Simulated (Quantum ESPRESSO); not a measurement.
# MoSi2N4, 1 layer, stepped through biaxial strain, part 4 of 7

Wanted: a table for MoSi2N4, 1 layer against biaxial strain, and what can be fitted to it.

Quantum ESPRESSO 7.5; plane-wave DFT, PBE, GBRV ultrasoft pseudopotentials.

So far. Step 2 (Relaxing cell and ions of the reference):  The last row is no step: it is a fresh SCF in the final cell with a new plane-wave basis, +1 meV from the row before. Step 3 (Relaxation with pw.x, -4 %): The relaxation lowers the energy by 12 meV an atom.

## (6) Band structure, -4 %

Bands along a path place the edges.

File m0.bands.in:

```
&control
  prefix = 'm0.bands'
  outdir = './out'
  pseudo_dir = './pseudo'
  calculation = 'bands'
/
&system
  ibrav = 0
  nat = 7
  ntyp = 3
  ecutwfc = 40
  ecutrho = 200
  occupations = 'smearing'
  smearing = 'fd'
  degauss = 0.002
  nbnd = 27
/
&electrons
  conv_thr = 1e-07
  mixing_beta = 0.4
  electron_maxstep = 120
  mixing_mode = 'plain'
/
ATOMIC_SPECIES
  N   14.0070  n_pbe_v1.2.uspp.F.UPF
  Si  28.0850  si_pbe_v1.uspp.F.UPF
  Mo  95.9500  mo_pbe_v1.uspp.F.UPF
CELL_PARAMETERS angstrom
  2.78505087648000 0.00000000000000 0.00000000000000
  -1.39252543872000 2.41192480992000 0.00000000000000
  0.00000000000000 0.00000000000000 21.86179061700000
ATOMIC_POSITIONS crystal
  N   0.000000000000 0.000000000000 0.334672062300
  Si  0.333333333300 0.666666666700 0.360911190200
  N   0.333333333300 0.666666666700 0.441030624400
  Mo  0.000000000000 0.000000000000 0.500000000000
  N   0.333333333300 0.666666666700 0.558969375600
  Si  0.333333333300 0.666666666700 0.639088809800
  N   0.000000000000 0.000000000000 0.665327937700
K_POINTS crystal_b
4
  0.0000000000 0.0000000000 0.0000000000 12
  0.5000000000 0.0000000000 0.0000000000 12
  0.3333333333 0.3333333333 0.0000000000 12
  0.0000000000 0.0000000000 0.0000000000 1
```

On the command line:

```sh
cp -r out/m0.scf.save out/m0.bands.save
cp out/m0.scf.xml out/m0.bands.xml
OMP_NUM_THREADS=1 mpirun -n 4 pw.x -nk 4 -in m0.bands.in > m0.bands.out
```

Output:

```text
[banner, memory and clock lines left out]
Program PWSCF v.7.5 starts

          URL

     Atomic positions and unit cell read from directory:
     ./out/m0.bands.save/

     Message from routine setup:
     using ibrav=0 with symmetry is DISCOURAGED, use correct ibrav instead

     G-vector sticks info

     bravais-lattice index     =            0
     lattice parameter (alat)  =       5.2630  a.u.
     unit-cell volume          =     991.0127 (a.u.)^3
     number of atoms/cell      =            7
     number of atomic types    =            3
     number of electrons       =        42.00
     number of Kohn-Sham states=           27
     kinetic-energy cutoff     =      40.0000  Ry
     charge density cutoff     =     200.0000  Ry
     Exchange-correlation= SLA  PW   PBE  PBE
                           (   1   4   3   4   0   0   0)

     celldm(1)=   5.262983  celldm(2)=   0.000000  celldm(3)=   0.000000
     celldm(4)=   0.000000  celldm(5)=   0.000000  celldm(6)=   0.000000

     crystal axes: (cart. coord. in units of alat)
               a(1) = (   1.000000   0.000000   0.000000 )
               a(2) = (  -0.500000   0.866025   0.000000 )
               a(3) = (   0.000000   0.000000   7.849692 )

     reciprocal axes: (cart. coord. in units 2 pi/alat)
               b(1) = (  1.000000  0.577350 -0.000000 )
               b(2) = (  0.000000  1.154701  0.000000 )
               b(3) = (  0.000000 -0.000000  0.127394 )

     PseudoPot. # 1 for N  read from file:
     ./pseudo/n_pbe_v1.2.uspp.F.UPF
     Pseudo is Ultrasoft + core correction, Zval =  5.0
     Generated by new atomic code, or converted to UPF format
     Using radial grid of  729 points,  4 beta functions with:
                l(1) =   0
                l(2) =   0
                l(3) =   1
                l(4) =   1
     Q(r) pseudized with  8 coefficients,  rinner =    0.900   0.900   0.900

     PseudoPot. # 2 for Si read from file:
     ./pseudo/si_pbe_v1.uspp.F.UPF
     Pseudo is Ultrasoft + core correction, Zval =  4.0
     Generated by new atomic code, or converted to UPF format
     Using radial grid of  899 points,  6 beta functions with:
                l(1) =   0
                l(2) =   0
                l(3) =   1
                l(4) =   1
                l(5) =   2
                l(6) =   2
     Q(r) pseudized with  8 coefficients,  rinner =    0.900   0.900   0.900
                                                       0.900   0.900

     PseudoPot. # 3 for Mo read from file:
     ./pseudo/mo_pbe_v1.uspp.F.UPF
     Pseudo is Ultrasoft + core correction, Zval = 14.0
     Generated by new atomic code, or converted to UPF format
     Using radial grid of  889 points,  6 beta functions with:
                l(1) =   0
                l(2) =   0
                l(3) =   1
                l(4) =   1
                l(5) =   2
                l(6) =   2
     Q(r) pseudized with  6 coefficients,  rinner =    1.000   1.000   1.000
                                                       1.000   1.000

     atomic species   valence    mass     pseudopotential
     N                 5.00    14.00700     N ( 1.00)
     Si                4.00    28.08500     Si( 1.00)
     Mo               14.00    95.95000     Mo( 1.00)

     12 Sym. Ops. (no inversion) found

   Cartesian axes

     site n.     atom                  positions (alat units)
         1        N      tau(   1) = (   0.0000000   0.0000000   2.6270725  )
         2        Si     tau(   2) = (  -0.0000000   0.5773503   2.8330416  )
         3        N      tau(   3) = (  -0.0000000   0.5773503   3.4619544  )
         4        Mo     tau(   4) = (   0.0000000   0.0000000   3.9248458  )
         5        N      tau(   5) = (  -0.0000000   0.5773503   4.3877372  )
         6        Si     tau(   6) = (  -0.0000000   0.5773503   5.0166501  )
         7        N      tau(   7) = (   0.0000000   0.0000000   5.2226192  )

     number of k points=    37  Fermi-Dirac smearing, width (Ry)=  0.0020
                       cart. coord. in units 2pi/alat
        k(    1) = (   0.0000000   0.0000000   0.0000000), wk =   0.0540541
        k(    2) = (   0.0416667   0.0240563   0.0000000), wk =   0.0540541
        k(    3) = (   0.0833333   0.0481125   0.0000000), wk =   0.0540541
        k(    4) = (   0.1250000   0.0721688   0.0000000), wk =   0.0540541
        k(    5) = (   0.1666667   0.0962250   0.0000000), wk =   0.0540541
        k(    6) = (   0.2083333   0.1202813   0.0000000), wk =   0.0540541
        k(    7) = (   0.2500000   0.1443376   0.0000000), wk =   0.0540541
        k(    8) = (   0.2916667   0.1683938   0.0000000), wk =   0.0540541
        k(    9) = (   0.3333333   0.1924501   0.0000000), wk =   0.0540541
        k(   10) = (   0.3750000   0.2165064   0.0000000), wk =   0.0540541
        k(   11) = (   0.4166667   0.2405626   0.0000000), wk =   0.0540541
        k(   12) = (   0.4583333   0.2646189   0.0000000), wk =   0.0540541
        k(   13) = (   0.5000000   0.2886751   0.0000000), wk =   0.0540541
        k(   14) = (   0.4861111   0.3127314   0.0000000), wk =   0.0540541
        k(   15) = (   0.4722222   0.3367877   0.0000000), wk =   0.0540541
        k(   16) = (   0.4583333   0.3608439   0.0000000), wk =   0.0540541
        k(   17) = (   0.4444444   0.3849002   0.0000000), wk =   0.0540541
        k(   18) = (   0.4305556   0.4089564   0.0000000), wk =   0.0540541
        k(   19) = (   0.4166667   0.4330127   0.0000000), wk =   0.0540541
        k(   20) = (   0.4027778   0.4570690   0.0000000), wk =   0.0540541
        k(   21) = (   0.3888889   0.4811252   0.0000000), wk =   0.0540541
        k(   22) = (   0.3750000   0.5051815   0.0000000), wk =   0.0540541
        k(   23) = (   0.3611111   0.5292377   0.0000000), wk =   0.0540541
        k(   24) = (   0.3472222   0.5532940   0.0000000), wk =   0.0540541
        k(   25) = (   0.3333333   0.5773503   0.0000000), wk =   0.0540541
        k(   26) = (   0.3055556   0.5292377   0.0000000), wk =   0.0540541
        k(   27) = (   0.2777778   0.4811252   0.0000000), wk =   0.0540541
        k(   28) = (   0.2500000   0.4330127   0.0000000), wk =   0.0540541
        k(   29) = (   0.2222222   0.3849002   0.0000000), wk =   0.0540541
        k(   30) = (   0.1944444   0.3367877   0.0000000), wk =   0.0540541
        k(   31) = (   0.1666667   0.2886751   0.0000000), wk =   0.0540541
        k(   32) = (   0.1388889   0.2405626   0.0000000), wk =   0.0540541
        k(   33) = (   0.1111111   0.1924501   0.0000000), wk =   0.0540541
        k(   34) = (   0.0833333   0.1443376   0.0000000), wk =   0.0540541
        k(   35) = (   0.0555556   0.0962250   0.0000000), wk =   0.0540541
[...]
-1.0722   0.1896   0.2087   1.2397   1.5960   5.4808   5.9482   6.6599
     7.3495   7.8641   8.2260

          k = 0.5000 0.2887 0.0000 (  4256 PWs)   bands (ev):

   -58.1966 -33.2261 -32.2685 -32.2042 -13.6123 -13.6089 -12.1341 -11.8775
    -7.4583  -7.2903  -4.2946  -3.7188  -3.3663  -2.2770  -2.1880  -1.4247
    -1.0955   0.2176   0.2643   1.2646   1.5965   5.4459   5.8959   6.7199
     7.3947   7.8758   8.2423

          k = 0.4861 0.3127 0.0000 (  4250 PWs)   bands (ev):

   -58.1962 -33.2231 -32.2679 -32.2109 -13.6060 -13.6027 -12.1321 -11.8732
    -7.4466  -7.2806  -4.2792  -3.7254  -3.3655  -2.3159  -2.2383  -1.4945
    -1.0649   0.2485   0.2658   1.2041   1.6298   5.4877   5.9293   6.6943
     7.4104   7.8801   8.2443

          k = 0.4722 0.3368 0.0000 (  4250 PWs)   bands (ev):

   -58.1951 -33.2141 -32.2663 -32.2308 -13.5873 -13.5845 -12.1264 -11.8607
    -7.4119  -7.2514  -4.2338  -3.7486  -3.3649  -2.4231  -2.3803  -1.6549
    -1.0158   0.2684   0.3346   1.0610   1.6951   5.6038   6.0161   6.6255
     7.4556   7.8910   8.2647

          k = 0.4583 0.3608 0.0000 (  4242 PWs)   bands (ev):

   -58.1933 -33.1992 -32.2636 -32.2631 -13.5567 -13.5546 -12.1174 -11.8407
    -7.3546  -7.2029  -4.1625  -3.7991  -3.3728  -2.5866  -2.5744  -1.8538
    -0.9822   0.2654   0.4593   0.8755   1.7640   5.7665   6.1190   6.5324
     7.5275   7.9129   8.3317

          k = 0.4444 0.3849 0.0000 (  4234 PWs)   bands (ev):

   -58.1909 -33.1785 -32.3065 -32.2601 -13.5152 -13.5140 -12.1061 -11.8146
    -7.2756  -7.1354  -4.0759  -3.8942  -3.4122  -2.8049  -2.7424  -2.0579
    -0.9688   0.2362   0.6037   0.6801   1.8330   5.9292   6.1902   6.4430
     7.6261   7.9653   8.4632

          k = 0.4306 0.4090 0.0000 (  4240 PWs)   bands (ev):

   -58.1881 -33.1525 -32.3595 -32.2559 -13.4644 -13.4641 -12.0935 -11.7845
    -7.1760  -7.0495  -4.0507  -4.0099  -3.5126  -2.9519  -2.9076  -2.2344
    -0.9745   0.1251   0.5378   0.7519   1.9055   6.0111   6.1983   6.4180
     7.7478   8.0579   8.6653

          k = 0.4167 0.4330 0.0000 (  4226 PWs)   bands (ev):

   -58.1850 -33.1214 -32.4198 -32.2513 -13.4066 -13.4061 -12.0811 -11.7524
    -7.0572  -6.9458  -4.2720  -4.0885  -3.5719  -3.0665  -2.9910  -2.3542
    -0.9975  -0.0998   0.4886   0.8923   1.9851   5.9583   6.1468   6.4993
     7.8774   8.1725   8.9340

          k = 0.4028 0.4571 0.0000 (  4210 PWs)   bands (ev):

   -58.1818 -33.0859 -32.4852 -32.2465 -13.3440 -13.3431 -12.0701 -11.7207
    -6.9208  -6.8251  -4.5430  -4.3578  -3.4942  -3.2222  -2.9619  -2.4059
    -1.0367  -0.3834   0.4870   1.0175   2.0730   5.8410   6.0610   6.6184
     7.9876   8.2850   9.2481

          k = 0.3889 0.4811 0.0000 (  4198 PWs)   bands (ev):

   -58.1787 -33.0465 -32.5531 -32.2419 -13.2798 -13.2788 -12.0619 -11.6918
    -6.7690  -6.6886  -4.8401  -4.6899  -3.3759  -3.3686  -2.8900  -2.4002
    -1.0907  -0.6841   0.5020   1.1230   2.1666   5.7100   5.9663   6.7353
     8.0497   8.3818   9.5760

          k = 0.3750 0.5052 0.0000 (  4226 PWs)   bands (ev):

   -58.1760 -33.0045 -32.6203 -32.2377 -13.2181 -13.2178 -12.0574 -11.6678
    -6.6051  -6.5384  -5.1402  -5.0226  -3.4946  -3.2681  -2.7843  -2.3574
    -1.1559  -0.9776   0.5229   1.2061   2.2596   5.5874   5.8806   6.8423
     8.0506   8.4571   9.8871

          k = 0.3611 0.5292 0.0000 (  4230 PWs)   bands (ev):

   -58.1737 -32.9622 -32.6826 -32.2343 -13.1656 -13.1648 -12.0566 -11.6504
    -6.4361  -6.3787  -5.4222  -5.3261  -3.5906  -3.1857  -2.6630  -2.2977
    -1.2381  -1.2248   0.5438   1.2658   2.3411   5.4884   5.8146   6.9340
     8.0032   8.5091  10.1530

          k = 0.3472 0.5533 0.0000 (  4213 PWs)   bands (ev):

   -58.1722 -32.9252 -32.7328 -32.2321 -13.1288 -13.1267 -12.0581 -11.6402
    -6.2822  -6.2231  -5.6588  -5.5671  -3.6505  -3.1304  -2.5638  -2.2432
    -1.4272  -1.2827   0.5599   1.3016   2.3981   5.4258   5.7739   6.9990
     7.9436   8.5383  10.3399

          k = 0.3333 0.5774 0.0000 (  4221 PWs)   bands (ev):

   -58.1717 -32.9085 -32.7541 -32.2313 -13.1149 -13.1122 -12.0594 -11.6370
    -6.2090  -6.1382  -5.7726  -5.6709  -3.6709  -3.1082  -2.5285  -2.2195
    -1.4964  -1.3073   0.5663   1.3135   2.4187   5.4054   5.7603   7.0223
     7.9160   8.5472  10.4068

          k = 0.3056 0.5292 0.0000 (  4223 PWs)   bands (ev):

   -58.1742 -32.9511 -32.6905 -32.2350 -13.1835 -13.1830 -12.0488 -11.6483
    -6.3660  -6.3086  -5.4723  -5.3815  -3.5900  -3.2393  -2.5494  -2.3283
    -1.2974  -1.1928   0.5343   1.2667   2.3371   5.4554   5.8116   6.9703
     8.0274   8.5178  10.2351

          k = 0.2778 0.4811 0.0000 (  4217 PWs)   bands (ev):

   -58.1823 -32.9921 -32.5822 -32.2473 -13.4067 -13.4010 -12.0166 -11.6853
    -6.4482  -6.3728  -4.9963  -4.8918  -3.5594  -3.3635  -2.5739  -2.4500
    -0.9509  -0.9147   0.4433   1.1325   2.1327   5.4860   5.9507   6.9624
     8.2467   8.4389   9.9483

          k = 0.2500 0.4330 0.0000 (  4219 PWs)   bands (ev):

   -58.1967 -32.9894 -32.4685 -32.2690 -13.7535 -13.7492 -11.9810 -11.7665
    -6.3223  -6.2136  -4.4564  -4.3530  -3.8672  -3.1060  -2.7503  -2.2871
    -0.6651  -0.5800   0.3583   0.9307   1.8765   5.4221   6.1438   6.9998
     8.3110   8.4229   9.6783

          k = 0.2222 0.3849 0.0000 (  4215 PWs)   bands (ev):

   -58.2171 -32.9362 -32.3583 -32.2996 -14.1769 -14.1724 -11.9594 -11.9101
    -6.0101  -5.8477  -4.1270  -3.8660  -3.7582  -3.2074  -2.4395  -2.1316
    -0.5426  -0.2519   0.3756   0.6981   1.6266   5.3200   6.3397   6.9064
     8.1435   8.5293   9.4545

          k = 0.1944 0.3368 0.0000 (  4233 PWs)   bands (ev):

   -58.2425 -32.8346 -32.3379 -32.2562 -14.6330 -14.6162 -12.1153 -11.9573
    -5.5909  -5.3153  -4.2359  -3.3797  -3.2354  -3.2073  -2.0079  -1.9392
    -0.5520   0.0036   0.4436   0.5043   1.4513   5.2310   6.4709   6.6309
     7.9707   8.6475   9.2844

          k = 0.1667 0.2887 0.0000 (  4245 PWs)   bands (ev):

   -58.2713 -32.6926 -32.3811 -32.1653 -15.0787 -15.0490 -12.3646 -11.9727
    -5.2625  -4.6705  -4.1186  -3.4649  -2.6975  -2.6091  -1.8677  -1.4011
    -0.6334   0.0430   0.4061   0.5087   1.4396   5.1899   6.2834   6.4868
     7.7989   8.8231   9.2018

          k = 0.1389 0.2406 0.0000 (  4233 PWs)   bands (ev):

   -58.3014 -32.5236 -32.4263 -32.0874 -15.4870 -15.4450 -12.6328 -12.0012
    -5.2437  -4.0321  -3.6242  -3.3934  -2.2719  -2.0189  -1.6374  -0.8598
    -0.7801  -0.0554   0.2055   0.6538   1.6149   5.2134   5.9839   6.4083
     7.5718   8.9400   9.1067

          k = 0.1111 0.1925 0.0000 (  4269 PWs)   bands (ev):

   -58.3305 -32.4698 -32.3446 -32.0238 -15.8397 -15.7869 -12.8946 -12.0370
    -5.4160  -3.7348  -2.9218  -2.8876  -1.9025  -1.5169  -1.3443  -0.9604
    -0.3422  -0.1062  -0.0890   0.7752   1.8864   5.2850   5.7978   6.3079
     7.2702   8.4908   8.6982

          k = 0.0833 0.1443 0.0000 (  4263 PWs)   bands (ev):

   -58.3562 -32.5080 -32.1754 -31.9746 -16.1244 -16.0628 -13.1266 -12.0741
    -5.6386  -3.6580  -2.1975  -2.1448  -1.5341  -1.1819  -1.1354  -1.0279
    -0.3822  -0.0742   0.1175   0.8376   2.1464   5.3858   5.7366   6.2502
     6.9442   8.0885   8.3107

          k = 0.0556 0.0962 0.0000 (  4241 PWs)   bands (ev):

   -58.3762 -32.5379 -32.0361 -31.9398 -16.3331 -16.2647 -13.3088 -12.1062
    -5.8406  -3.6193  -1.6504  -1.4385  -1.2419  -1.1456  -0.8849  -0.8788
    -0.5833   0.0374   0.4578   0.8314   2.3183   5.5311   5.7495   6.2681
     6.6566   7.7818   7.9981

          k = 0.0278 0.0481 0.0000 (  4243 PWs)   bands (ev):

   -58.3890 -32.5569 -31.9443 -31.9191 -16.4603 -16.3876 -13.4252 -12.1278
    -5.9786  -3.5984  -1.5551  -1.0516  -0.9317  -0.9010  -0.7480  -0.7339
    -0.6145   0.1657   0.6550   0.7660   2.3870   5.7008   5.7747   6.3428
     6.4597   7.5734   7.7708

          k = 0.0000 0.0000 0.0000 (  4211 PWs)   bands (ev):

   -58.3934 -32.5633 -31.9122 -31.9122 -16.5031 -16.4289 -13.4653 -12.1354
    -6.0274  -3.5918  -1.5714  -0.9500  -0.9500  -0.6873  -0.6873  -0.6002
    -0.6002   0.2262   0.7165   0.7165   2.3982   5.7848   5.7848   6.3895
     6.3895   7.4916   7.6783

     XML data file, pseudopotentials, collected wavefunctions

                                        0.00s GPU  (     426 calls)
```

Elapsed: 11 s, on 4 MPI ranks of AMD EPYC 9R14 (Zen 4), shared host; peak memory 0.43 GiB.

Read from the output:

```
valence top, on the run's zero : 2.419 eV
```

Band numbers count within the set of bands kept for display. The electronic bands at the labelled points (eV, zero at the highest filled level of the SCF mesh; v1 is the highest filled band, c1 the lowest empty one):

```tsv
point	v4	v3	v2	v1	c1	c2	c3	c4
Γ	-2.19	-1.70	-1.70	-0.02	3.37	3.37	3.97	3.97
halfway	-2.75	-2.10	-2.10	-0.84	2.97	3.37	4.09	5.16
M	-2.20	-2.15	-1.15	-0.82	3.03	3.48	4.30	4.98
halfway	-2.52	-1.93	-1.53	-0.43	3.54	3.73	4.08	5.46
K	-3.73	-1.85	-1.10	0.00	2.99	3.34	4.60	5.50
halfway	-2.38	-2.01	-1.91	-0.98	2.77	3.87	4.07	5.38
Γ	-2.19	-1.70	-1.70	-0.02	3.37	3.37	3.97	3.97
```

Along this path the valence top lies at K and the conduction bottom between K and Γ. The valence levels at K and Γ lie only 0.02 eV apart, so strain, functional or spin-orbit coupling can change their order.

(Continued in part 5 of 7.)

[Logs are printed without paths, hosts, clocks, repeated set-up lines and the standing remarks that a program may print on its own settings, such as how far it seeks lower states.]

[Hosts, paths, dates, database ids (printed as entryN), source tags and the programs' standing remarks are cut or masked in the printed files.]

[Maps of the electrostatic potential energy from Ansatz leave out the sawtooth potential of an applied field or a dipole correction, so their vacuum need not be flat; planar profiles and work functions include it.]
